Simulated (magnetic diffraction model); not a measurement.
## Moment size from magnetic intensity in Cs₄MnI₄Br₂

Space group P4/mnc (no. 128), a = 9.5470 Å, c = 10.4990 Å.

| site | atom | x | y | z |
| --- | --- | --- | --- | --- |
| 8g | Cs | 0.6473 | 0.8527 | 1/4 |
| 8h | I | 0.7065 | 0.1382 | 1/2 |
| 4e | Br | 1/2 | 1/2 | 0.7151 |
| 2b | Mn | 0 | 0 | 1/2 |

This is a made-up structure (elements placed in a structure type, unrelaxed), so the numbers test the method and describe no known phase.

Only Mn is taken to order (form factors of Mn2+); orders and moment sizes are assumed, and not adapted to the symmetry. Radiation: neutrons of λ = 2.567 Å, 3° to 45°; isotropic B of 0.3 Å² (Cs), 0.36 Å² (I), 0.39 Å² (Br) and 0.35 Å² (Mn). Simulated constant-wavelength pattern: nuclear and magnetic terms add, the magnetic one as |2.695 fm × Σ f S⊥ exp(2πi Q·r) exp(−B s²)|², summed over all Q at one angle with the factor 1/(sin²θ cos θ). For collinear order S is the moment m, which repeats by lattice and centring translations R with the sign exp(−2πi k·R). Free-ion form factors, Sears's scattering lengths of 1992, no absorption; a label names one of the reflections at its angle. The strongest nuclear line in the range is 100, and lines under 0.2 are left out.

In a first state the assumed order is k = (0 0 0), collinear moments along [111], 4.45 μB on Mn; signs + at (0, 0, 1/2), − at (1/2, 1/2, 0), with this pattern:

```tsv
2θ (°)	index	nuclear	magnetic
14.04	(0 0 1)	0.0	41.4
15.45	(1 0 0)	0.0	74.9
20.94	(1 0 1)	6.5	0.0
21.92	(1 1 0)	1.1	0.0
26.13	(1 1 -1)	0.0	46.8
28.30	(0 0 2)	34.1	0.0
31.20	(2 0 0)	9.8	0.0
32.40	(1 0 2)	0.0	27.2
34.36	(2 0 1)	0.0	25.1
34.99	(2 1 0)	2.0	24.4
36.09	(1 1 2)	44.1	0.0
37.87	(2 1 1)	83.2	0.0
42.62	(2 0 2)	100.0	0.0
43.03	(0 0 3)	0.0	3.3
44.70	(2 2 0)	22.3	0.0
```

**Question.** Nearer the ordering temperature the line at 15.45° has total intensity 6.7 on the same scale, and all moments have shrunk alike. How large is the Mn moment?

The nuclear part, 0.0, stays, so the magnetic part is 6.7 against 74.9. It goes as m², so m = 4.45 × √(6.7/74.9) = 1.33 μB; the value used was 1.33 μB.

[Logs are printed without paths, hosts, clocks, repeated set-up lines and the standing remarks that a program may print on its own settings, such as how far it seeks lower states.]
